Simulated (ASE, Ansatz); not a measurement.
## MgS(100) slab (72 atoms): from recipe to cell

The cell is an input for a DFT calculation. Recipe: rock-salt MgS (a = 5.2 Å), (100) slab of 4 repeat layers, 3 x 3 surface cells, 14 Å of vacuum; not relaxed, displaced by a Gaussian of 0.02 Å.

**Question.** Write an ASE script that builds it.

build.py (ASE 3.29.0):

```python
import numpy as np
from ase.build import bulk, make_supercell, surface

u = bulk('MgS', 'rocksalt', a=5.2)
u.positions += np.array([0, 0.0065, 0.0065]) @ u.cell[:]; u.wrap(eps=1e-6)
atoms = surface(u, [0, 1, 1], 4, vacuum=5)
atoms.set_cell(atoms.cell.cellpar(), scale_atoms=True)  # standard orientation
atoms.set_tags(0)
atoms = make_supercell(atoms, [[3, 0, 0], [0, 3, 0], [0, 0, 1]])
atoms.set_cell(atoms.cell.cellpar(), scale_atoms=True)  # standard orientation
atoms.center(vacuum=7, axis=2); atoms.pbc = True
atoms.rattle(0.02, seed=70612)
atoms.wrap()
atoms.write('structure.xyz')
print(atoms.get_chemical_formula(), len(atoms), 'atoms; cell', atoms.cell.cellpar().round(3))
```

```console
$ python build.py
Mg36S36 72 atoms; cell [11.031 11.031 21.8   90.    90.    90.   ]
```

The cell holds 72 atoms: 36 Mg and 36 S. Cell: a = 11.031 Å, b = 11.031 Å, c = 21.800 Å, α = 90.0°, β = 90.0°, γ = 90.0°. It derives from MgS (rock-salt). Vacuum lies along c.

```xyz
72
Lattice="11.0309 0.0000 0.0000 0.0000 11.0309 0.0000 0.0000 0.0000 21.8000" Properties=species:S:1:pos:R:3
Mg    0.0270   11.0201    6.9756
S     1.8600    1.8140    7.0037
Mg    1.8706    1.8653    9.6240
S     0.0104    3.6951    9.6304
Mg    0.0257    0.0047   12.1834
S     1.8911    1.8168   12.2470
Mg    1.8653    1.8371   14.8401
S     0.0295    3.6670   14.8199
Mg    0.0200    3.6707    6.9538
S     1.8547    5.4870    6.9886
Mg    1.8255    5.5352    9.6014
S     0.0436    7.3163    9.6066
Mg    0.0324    3.7059   12.2178
S     1.8511    5.5026   12.1757
Mg    1.8570    5.5218   14.8170
S     0.0622    7.3491   14.8077
Mg    0.0271    7.3616    7.0019
S     1.8472    9.1951    6.9562
Mg    1.8610    9.1694    9.5937
S     0.0088   11.0155    9.5931
Mg    0.0265    7.3353   12.1893
S     1.8777    9.2070   12.2093
Mg    1.8404    9.1820   14.8090
S     0.0342   11.0197   14.7889
Mg    3.6670   11.0269    7.0196
S     5.5570    1.7936    6.9884
Mg    5.5682    1.8291    9.5798
S     3.7486    3.6748    9.5543
Mg    3.6789    0.0054   12.1995
S     5.5104    1.8223   12.2017
Mg    5.5334    1.8354   14.8489
S     3.6863    3.6807   14.8031
Mg    3.6878    3.6422    6.9882
S     5.5403    5.4690    7.0231
Mg    5.5210    5.5203    9.6038
S     3.6973    7.3457    9.5863
Mg    3.7197    3.6980   12.2047
S     5.5397    5.4922   12.2102
Mg    5.5212    5.5112   14.7784
S     3.6877    7.3458   14.7800
Mg    3.6784    7.3552    6.9915
S     5.5163    9.1995    7.0168
Mg    5.5545    9.2252    9.5966
S     3.7189   11.0262    9.6506
Mg    3.7050    7.3333   12.1853
S     5.5647    9.1976   12.2320
Mg    5.5534    9.1873   14.7994
S     3.7250   11.0072   14.7789
Mg    7.3503    0.0220    7.0028
S     9.1742    1.7967    7.0460
Mg    9.2160    1.8466    9.6297
S     7.3431    3.6690    9.5818
Mg    7.3617   11.0297   12.2045
S     9.2339    1.8347   12.1945
Mg    9.2355    1.8397   14.8142
S     7.3954    3.6766   14.7920
Mg    7.3774    3.6326    7.0122
S     9.1802    5.5069    7.0041
Mg    9.2004    5.4986    9.5828
S     7.3440    7.3427    9.5711
Mg    7.3666    3.6825   12.1940
S     9.2198    5.5120   12.1962
Mg    9.2435    5.4842   14.7913
S     7.3364    7.3713   14.7617
Mg    7.3330    7.3992    7.0118
S     9.1907    9.1572    7.0015
Mg    9.2224    9.1918    9.5903
S     7.3628    0.0154    9.5894
Mg    7.3525    7.4046   12.1995
S     9.1874    9.1834   12.2039
Mg    9.2206    9.1905   14.7896
S     7.3956   11.0019   14.8035
```

Bonds by pair of elements; cutoffs follow the first minimum of g(r), held within bounds set by covalent radii, and pairs that aren't listed don't count as bonded:

```
pair A-B  cutoff (Å)  bonds  mean length (Å)  spread (Å)  shortest (Å)  B about A  A about B
    Mg-S        3.02    198              2.6       0.028          2.52        5.5        5.5
```

How many atoms have how many bonded neighbours:

```
element  mean   5   6
     Mg   5.5  18  18
      S   5.5  18  18
```

[Logs are printed without paths, hosts, clocks, repeated set-up lines and the standing remarks that a program may print on its own settings, such as how far it seeks lower states.]

[Hosts, paths, dates, database ids (printed as entryN), source tags and the programs' standing remarks are cut or masked in the printed files.]
